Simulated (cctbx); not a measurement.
## Diagnosing a refinement

Cell a = 11.3880 Å, b = 11.3880 Å, c = 13.1980 Å, α = 90.00°, β = 90.00°, γ = 120.00°; space group R-3c (no. 167).

The data are simulated with cctbx, not measured: Cu Kα, λ = 1.54184 Å, to d = 0.83 Å, 95 % of the full sphere, strongest reflection 40000 counts, noise from counting, a 4 % proportional error and a noise floor of 8 counts (s.d.); no absorption.

An anisotropic refinement with weights 1/σ² prints:

```text
Rint 0.033, 307 unique reflections to 0.83 A
cycle     R1     wR2    GooF  max shift (A)
   1  0.6516  0.9184  53.049   0.01330
   3  0.5889  0.8471  48.928   0.00017
final R1 0.5891 wR2 0.8471 GooF 48.928  parameters 9  data/parameter 34.1
atom        x        y        z      Ueq    occ   su(xyz)  su(Uiso or U11)
Ru1    0.00000  0.00000  0.00000  -0.0208  1.000  0.00000  0.0077  NPD
Sr1    0.96588  0.29921  0.41667  -0.0310  1.000  0.00104  0.0067  NPD
Ni1    0.00000  0.00000  0.25000  -0.0219  1.000  0.00000  0.0132  NPD
difference map: max 319.89 min -31.53 rms 18.39
Q1    0.0000  0.0000  0.0000    6  319.89  0.00 A from Ru1
Q2    0.0000  0.3658  0.7500   18  263.33  0.02 A from Sr1
Q3    0.0268  0.1820  0.8918   36  142.86  2.41 A from Ru1
Q4    0.0000  0.0000  0.2500    6  129.86  0.00 A from Ni1
Q5    0.0195  0.4814  0.8797   36   21.82  2.09 A from Sr1
Q6    0.0532  0.4934  0.7269   36   16.70  1.28 A from Sr1
```

Q: Accept it or mend it, and why?

Mend it. The fault: an atom left out, S at (0.9727, 0.1521, 0.6100). Against the right model at the same level, R1 goes from 0.0066 to 0.5891 and GooF from 0.91 to 48.93, U of Ru1 shrinks from 0.0078 to -0.0208 Å², U of Sr1 shrinks from 0.0071 to -0.0310 Å², the top difference peak, 319.9 e/Å³, lies on Ru1 and Ru1, Sr1 and Ni1 go non-positive-definite. Q3 is the missing atom. With scattering power missing, scale and phases suffer, so peaks may also grow on the heavy atoms.

The compound is Sr3NiRuS6. The right model at the same level gives:

```text
Rint 0.033, 307 unique reflections to 0.83 A
cycle     R1     wR2    GooF  max shift (A)
   1  0.0068  0.0160   0.938   0.00007
   2  0.0066  0.0155   0.909   0.00000
final R1 0.0066 wR2 0.0155 GooF 0.909  parameters 18  data/parameter 17.1
atom        x        y        z      Ueq    occ   su(xyz)  su(Uiso or U11)
Ru1    0.00000  0.00000  0.00000   0.0078  1.000  0.00000  0.0001
Sr1    0.96714  0.30047  0.41667   0.0071  1.000  0.00001  0.0001
Ni1    0.00000  0.00000  0.25000   0.0086  1.000  0.00000  0.0002
S1     0.97270  0.15208  0.61002   0.0085  1.000  0.00003  0.0001
difference map: max 0.23 min -0.21 rms 0.06
Q1    0.0451  0.5137  0.4645   36    0.24  1.73 A from S1
Q2    0.0069  0.2561  0.8689   36    0.20  1.05 A from S1
Q3    0.0612  0.1618  0.1312   36    0.19  1.43 A from S1
Q4    0.0345  0.1524  0.9665   36    0.18  1.07 A from S1
Q5    0.0181  0.3189  0.1943   36    0.16  1.47 A from Sr1
Q6    0.0567  0.2579  0.7872   36    0.16  1.57 A from S1
```

This is a model crystal, built by substitution and not relaxed, with assumed displacement parameters.

[Middle refinement cycles are left out of these outputs.]

[Logs are printed without paths, hosts, clocks, repeated set-up lines and the standing remarks that a program may print on its own settings, such as how far it seeks lower states.]
